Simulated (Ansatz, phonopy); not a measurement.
# Mg2B (hypothetical, Fm-3m): phonons against volume, part 2 of 2

Aim: how the vibrations of Mg2B (hypothetical) shift with volume, and the expansion that follows. The crystal structure is hypothetical: it was made by swapping elements on a known structure type.

Ansatz 0.2.0; DFT PBEsol, scalar-relativistic, plane waves, PAW.

So far. Step 10 (Single point at a scaled cell, V/V0 0.985): The run ends at a pressure of 1.06 GPa. Step 11 (Lattice dynamics at this volume, V/V0 0.985): No mode is imaginary beyond numerical noise at the solved wavevectors. The highest zone-centre mode (no LO–TO term) moved by +2.6 % for a volume change of -1.5 %.

## 12. Single point at a scaled cell, V/V0 1.03

The cell differs from the one that the last finished run ended in (a 4.052 → 4.113 Å, b 4.052 → 4.113 Å, c 4.052 → 4.113 Å).

input.yaml reads:

```yaml
crystal:
  lattice:
    - [0.0, 2.9080504375, 2.9080504375]
    - [2.9080504375, 0.0, 2.9080504375]
    - [2.9080504375, 2.9080504375, 0.0]
  atoms:
    - { symbol: Mg, position: [0.25, 0.25, 0.25] }
    - { symbol: Mg, position: [0.75, 0.75, 0.75] }
    - { symbol: B, position: [0.0, 0.0, 0.0] }
kpoints:
  mp_grid: { grid: [12, 12, 12] }
hamiltonian:
  xc: pbesol
scf:
  occupations: { method: methfessel_paxton, width: 0.2 }
output:
  forces: true
  stress: true
  eigenvalues: true
```

Started as:

```sh
> ansatz run input.yaml --threads 4 --pin off --max-ram 8192MiB --backend cpu --events-out ev --progress --plain --runs-dir out
```

The job ended after 0.85 s (4 threads of Arm Neoverse V1, shared host; peak memory 0.34 GiB; 2.8 s of CPU time).

The run ends at a pressure of -1.91 GPa.

## 13. A run with changed settings

This step: DFT PBEsol, scalar-relativistic, plane waves, PAW; settings changed (Ansatz 0.2.0).

input.yaml: that of step 12 with these lines changed.

```diff
@@ -14,6 +14,7 @@
 scf:
-  occupations: { method: methfessel_paxton, width: 0.2 }
+  occupations: { method: cold, width: 0.1 }
+  convergence: { dr2_threshold: 1.0e-06 }
 output:
   forces: true
+  eigenvalues: true
   stress: true
-  eigenvalues: true
```

The job ended after 0.87 s (4 threads; peak memory 0.34 GiB; 2.9 s of CPU time).

Numbers from this step:

| Property | Result |
| --- | --- |
| pressure | -1.906 GPa |

At -1.9 GPa the cell is away from the equilibrium volume of this level: left free, it would shrink.

## 14. Phonons, V/V0 1.03

This step: DFT PBEsol, scalar-relativistic, plane waves, PAW (Ansatz 0.2.0).

input.yaml, the sections that differ from step 13:

```yaml
scf:
  occupations: { method: methfessel_paxton, width: 0.2 }
output:
  eigenvalues: true
phonons:
  method: dfpt
  qmesh: [4, 4, 4]
  temperatures: { t_max: 1000, t_step: 50 }
  qpath:
    path:
      - [[0.0, 0.0, 0.0], [0.5, 0.0, 0.5], [0.625, 0.25, 0.625]]
      - [[0.375, 0.375, 0.75], [0.0, 0.0, 0.0], [0.5, 0.5, 0.5], [0.5, 0.25, 0.75], [0.5, 0.0, 0.5]]
    npoints: 10
# crystal, kpoints, hamiltonian: as in step 13
```

Wall time 4.8 min (4 threads); peak memory 2.9 GiB.

No mode is imaginary beyond numerical noise at the solved wavevectors. The highest zone-centre mode (no LO–TO term) moved by -5.0 % for a volume change of +3.0 %.

## 15. Single point at a scaled cell, V/V0 0.97

The cell differs from the one that the last finished run ended in (a 4.113 → 4.031 Å, b 4.113 → 4.031 Å, c 4.113 → 4.031 Å).

input.yaml, the sections that differ from step 14:

```yaml
crystal:
  lattice:
    - [0.0, 2.8504500688, 2.8504500688]
    - [2.8504500688, 0.0, 2.8504500688]
    - [2.8504500688, 2.8504500688, 0.0]
  atoms:
    - { symbol: Mg, position: [0.25, 0.25, 0.25] }
    - { symbol: Mg, position: [0.75, 0.75, 0.75] }
    - { symbol: B, position: [0.0, 0.0, 0.0] }
output:
  forces: true
  stress: true
  eigenvalues: true
# kpoints, hamiltonian, scf: as in step 14
# phonons: removed
```

The job ended after 0.79 s (4 threads; peak memory 0.33 GiB; 2.6 s of CPU time).

The run ends at a pressure of 2.21 GPa.

## 16. Lattice dynamics at this volume, V/V0 0.97

input.yaml, the sections that differ from step 15:

```yaml
output:
  eigenvalues: true
phonons:
  method: dfpt
  qmesh: [4, 4, 4]
  temperatures: { t_max: 1000, t_step: 50 }
  qpath:
    path:
      - [[0.0, 0.0, 0.0], [0.5, 0.0, 0.5], [0.625, 0.25, 0.625]]
      - [[0.375, 0.375, 0.75], [0.0, 0.0, 0.0], [0.5, 0.5, 0.5], [0.5, 0.25, 0.75], [0.5, 0.0, 0.5]]
    npoints: 10
# crystal, kpoints, hamiltonian, scf: as in step 15
```

Elapsed: 4.6 min, on 4 threads; peak memory 2.7 GiB.

No LO-TO term. Phonon branches along the path, in cm⁻¹:

```csv
point,branch 1,branch 2,branch 3,branch 4,branch 5,branch 6,branch 7,branch 8,branch 9
Γ,0,0,0,312,312,312,412,412,412
halfway,109,109,232,233,315,315,418,418,427
X,113,145,145,316,318,318,424,424,454
halfway,114,155,157,311,318,320,424,424,450
U,119,180,186,293,312,326,423,428,439
jump to K,119,180,186,293,312,326,423,428,439
halfway,108,170,211,271,274,318,410,417,425
Γ,0,0,0,312,312,312,412,412,412
halfway,128,128,166,295,296,296,415,415,418
L,214,214,236,256,256,268,420,420,456
halfway,160,180,239,253,300,310,420,421,445
W,118,140,255,255,322,330,426,430,430
halfway,115,143,185,303,318,325,423,425,446
X,113,145,145,316,318,318,424,424,454
```

No mode is imaginary beyond numerical noise at the solved wavevectors. The highest zone-centre mode (no LO–TO term) moved by +5.2 % for a volume change of -3.0 %.

## 17. Single point at a scaled cell, V/V0 1.05

The cell differs from the one that the last finished run ended in (a 4.031 → 4.139 Å, b 4.031 → 4.139 Å, c 4.031 → 4.139 Å).

input.yaml, the sections that differ from step 16:

```yaml
crystal:
  lattice:
    - [0.0, 2.9267522405, 2.9267522405]
    - [2.9267522405, 0.0, 2.9267522405]
    - [2.9267522405, 2.9267522405, 0.0]
  atoms:
    - { symbol: Mg, position: [0.25, 0.25, 0.25] }
    - { symbol: Mg, position: [0.75, 0.75, 0.75] }
    - { symbol: B, position: [0.0, 0.0, 0.0] }
output:
  forces: true
  stress: true
  eigenvalues: true
# kpoints, hamiltonian, scf: as in step 16
# phonons: removed
```

The job ended after 0.86 s (4 threads; peak memory 0.34 GiB).

The run ends at a pressure of -3.04 GPa.

## 18. Lattice dynamics at this volume, V/V0 1.05

input.yaml, the sections that differ from step 17:

```yaml
output:
  eigenvalues: true
phonons:
  method: dfpt
  qmesh: [4, 4, 4]
  temperatures: { t_max: 1000, t_step: 50 }
  qpath:
    path:
      - [[0.0, 0.0, 0.0], [0.5, 0.0, 0.5], [0.625, 0.25, 0.625]]
      - [[0.375, 0.375, 0.75], [0.0, 0.0, 0.0], [0.5, 0.5, 0.5], [0.5, 0.25, 0.75], [0.5, 0.0, 0.5]]
    npoints: 10
# crystal, kpoints, hamiltonian, scf: as in step 17
```

It took 4.7 min on 4 threads; peak memory 2.9 GiB.

No LO-TO term. Phonon branches along the path, in cm⁻¹:

```csv
point,branch 1,branch 2,branch 3,branch 4,branch 5,branch 6,branch 7,branch 8,branch 9
Γ,0,0,0,280,280,280,360,360,360
halfway,96,96,207,211,289,289,364,364,378
X,95,122,122,283,298,298,369,369,408
halfway,96,131,136,288,292,297,369,370,404
U,100,156,166,275,284,299,368,375,392
jump to K,100,156,166,275,284,299,368,375,392
halfway,97,161,187,244,248,290,358,364,375
Γ,0,0,0,280,280,280,360,360,360
halfway,121,121,146,266,266,268,362,362,369
L,202,202,211,228,228,240,367,367,410
halfway,142,158,221,228,273,285,367,369,397
W,93,122,232,232,299,303,370,381,381
halfway,94,122,163,282,292,300,369,370,400
X,95,122,122,283,298,298,369,369,408
```

No mode is imaginary beyond numerical noise at the solved wavevectors. The highest zone-centre mode (no LO–TO term) moved by -8.2 % for a volume change of +5.0 %.

## 19. How the modes move with volume

This step: DFT PBEsol, scalar-relativistic, plane waves, PAW (phonopy 4.10.0).

Numbers from this step:

* share of modes with a negative Grüneisen parameter: 0

Mean Grüneisen, by row:

```
T (K)  heat-capacity-weighted mean  root mean square
   50                        1.456             1.518
  100                        1.385             1.432
  200                        1.382              1.42
  300                        1.387             1.424
  500                        1.392             1.427
  800                        1.393             1.428
```

The mean mode Grueneisen parameter by wavenumber:

```csv
wavenumber (cm⁻¹),mean mode Grueneisen parameter
7,-
22,-
36,0.788
51,0.993
66,0.92
80,1.06
95,1.06
109,1.71
124,1.73
138,1.62
153,1.49
168,1.41
182,1.3
197,1.26
211,1.25
226,1.24
240,1.26
255,1.19
269,1.17
284,1.15
299,1.14
313,1.02
328,-
342,-
357,-
371,-
386,1.7
400,1.68
415,1.47
430,1.39
```

Volume series, by row:

```csv
V/V0,V (Å³/atom),pressure (GPa),E - E0 (meV/atom),gap (eV),zero-point energy (meV/atom),lowest on the path (cm⁻¹),highest at Gamma without the LO-TO term (cm⁻¹)
0.97,15.44,2.208,3.216,0,55.06,0,412.5
0.985,15.68,1.064,0.788,0,53.91,0,402.2
1,15.92,-0.001,0,0,52.78,0,392.1
1.015,16.16,-0.99,0.747,0,51.67,0,382.3
1.03,16.4,-1.911,2.911,0,50.59,0,372.6
1.05,16.71,-3.039,7.845,0,49.18,0,360.1
```

Optical frequency at Gamma without the LO-TO term against V/V0:

| V/V0 | mode 4 (cm⁻¹) | mode 7 (cm⁻¹) |
| --- | --- | --- |
| 0.9700 | 312 | 413 |
| 0.9850 | 306 | 402 |
| 1.0000 | 299 | 392 |
| 1.0150 | 293 | 382 |
| 1.0300 | 287 | 373 |
| 1.0500 | 280 | 360 |

Grüneisen at points, by row:

```csv
point,branch,frequency (cm⁻¹),mode Grüneisen parameter
Γ,4,299.4,1.36
Γ,7,392.1,1.7
X,1,106.2,2.14
X,2,135.9,2.14
X,4,303.3,1.36
X,5,310.4,0.79
X,7,402.5,1.75
X,9,436.2,1.34
U,1,112.1,2.17
U,2,170.5,1.82
U,3,178.2,1.41
U,4,286,0.76
U,5,301.6,1.19
U,6,315.3,1.06
U,7,401.7,1.73
U,8,406.9,1.64
U,9,420.7,1.41
K,1,112.1,2.17
K,2,170.5,1.82
K,3,178.2,1.41
K,4,286,0.76
K,5,301.6,1.19
K,6,315.3,1.06
K,7,401.7,1.73
K,8,406.9,1.64
K,9,420.7,1.41
L,1,209.1,0.74
L,3,226.5,1.42
L,4,244.9,1.46
L,6,257.3,1.36
L,7,399.2,1.68
L,9,437.8,1.34
W,1,108.3,2.8
W,2,133.1,1.74
W,3,246.2,1.17
W,5,314.4,0.75
W,6,318.2,1.25
W,7,404.1,1.77
W,8,410.8,1.5
```

## 20. Free-energy fit

This step gave:

```
volume expansion coefficient at 300 K : 48.9 1e-6/K
isothermal bulk modulus at 300 K      : 63.54 GPa
C_P at 300 K                          : 21.78 J/mol-atom/K
Grüneisen parameter at 300 K          : 1.424
```

Table of energy (each curve on its own zero) by volume; values in meV/atom:

| volume (Å³/atom) | static | F at 0 K | F at 300 K | F at 1300 K |
| --- | --- | --- | --- | --- |
| 15.440 | 3.22 | 6.08 | 8.08 | 21.4 |
| 15.679 | 0.79 | 2.5 | 3.74 | 11.9 |
| 15.918 | 0 | 0.58 | 1.05 | 4 |
| 16.156 | 0.75 | 0.22 | -0.1 | -2.36 |
| 16.395 | 2.91 | 1.3 | 0.17 | -7.34 |
| 16.713 | 7.84 | 4.82 | 2.57 | -12 |

Phonopy-qha, vinet fit of F(V) at each temperature; no electronic free energy. Qha vinet, by row:

```
T (K)  fitted volume (Å³/atom)  alpha_V (1e-6/K)  B_T (GPa)  C_P (J/mol-atom/K)  Grueneisen
  100                    16.11             19.42      66.18               8.818       1.405
  150                    16.13             31.45      65.65                14.4       1.398
  200                    16.16             39.69         65               18.02       1.408
  250                    16.19             45.13      64.29                20.3       1.416
  300                    16.23              48.9      63.54               21.78       1.424
  350                    16.27             51.69      62.76                22.8       1.431
  400                    16.31             53.89      61.97               23.54       1.438
  450                    16.36             55.74      61.16                24.1       1.444
  500                     16.4             57.36      60.34               24.56       1.451
  550                    16.45             58.85       59.5               24.94       1.457
  600                     16.5             60.26      58.66               25.27       1.464
```

The volume expansion coefficient, phonopy-qha, Vinet by temperature:

```
temperature (K)  volume expansion coefficient, phonopy-qha, Vinet (1e-6/K)
             75                                                       12.4
            100                                                       19.4
            125                                                       25.9
            150                                                       31.4
            175                                                       36.0
            200                                                       39.7
            225                                                       42.7
            250                                                       45.1
            275                                                       47.2
            300                                                       48.9
            325                                                       50.4
            350                                                       51.7
            375                                                       52.8
            400                                                       53.9
            425                                                       54.9
            450                                                       55.7
            475                                                       56.6
            500                                                       57.4
            525                                                       58.1
            550                                                       58.9
            575                                                       59.6
            600                                                       60.3
            625                                                       60.9
```

The fit gives a volume expansion of 48.9 × 10⁻⁶/K at 300 K.

## 21. Results

```
volume expansion coefficient at 300 K  : 48.9 1e-6/K
isothermal bulk modulus at 300 K       : 63.54 GPa
C_P at 300 K                           : 21.78 J/mol-atom/K
Grüneisen parameter at 300 K           : 1.424
mean mode Grüneisen parameter at 300 K : 1.39
```

**Reading.** Near room temperature Mg2B (hypothetical) expands by 48.9 × 10⁻⁶/K in volume by PBEsol, with C_P = 21.8 J/(mol K) per mole of atoms and B_T = 63.5 GPa. The table stops at 625 K because beyond it the fitted volume comes within 1 % of the largest computed cell, where the fit loses its support. C_P at room temperature is 87 % of the classical 3R an atom, so the stiffest modes are still partly frozen out. The fit leaves out the electrons' free energy, which adds to C_P and to the expansion of a metal at high temperature. The heat-capacity-weighted Grüneisen parameter goes from 1.46 at 50 K to 1.39 at 800 K. Weighting γ by the density of states and each mode's heat capacity at 300 K, modes below 150 cm⁻¹ give about 19 % of the sum of γC that drives the expansion, those up to 290 cm⁻¹ 34 % and the rest 47 %. Among the labelled points γ is largest for branch 1 at W (108 cm⁻¹, 2.8) and smallest for branch 1 at L (209 cm⁻¹, 0.74). The PAW files were made for PBE and are used here under another functional, for which the program regenerates the frozen cores.

[Logs are printed without paths, hosts, clocks, repeated set-up lines and the standing remarks that a program may print on its own settings, such as how far it seeks lower states.]

[Hosts, paths, dates, database ids (printed as entryN), source tags and the programs' standing remarks are cut or masked in the printed files.]

[A step with changed settings may run another functional than the one named; its input shows which.]


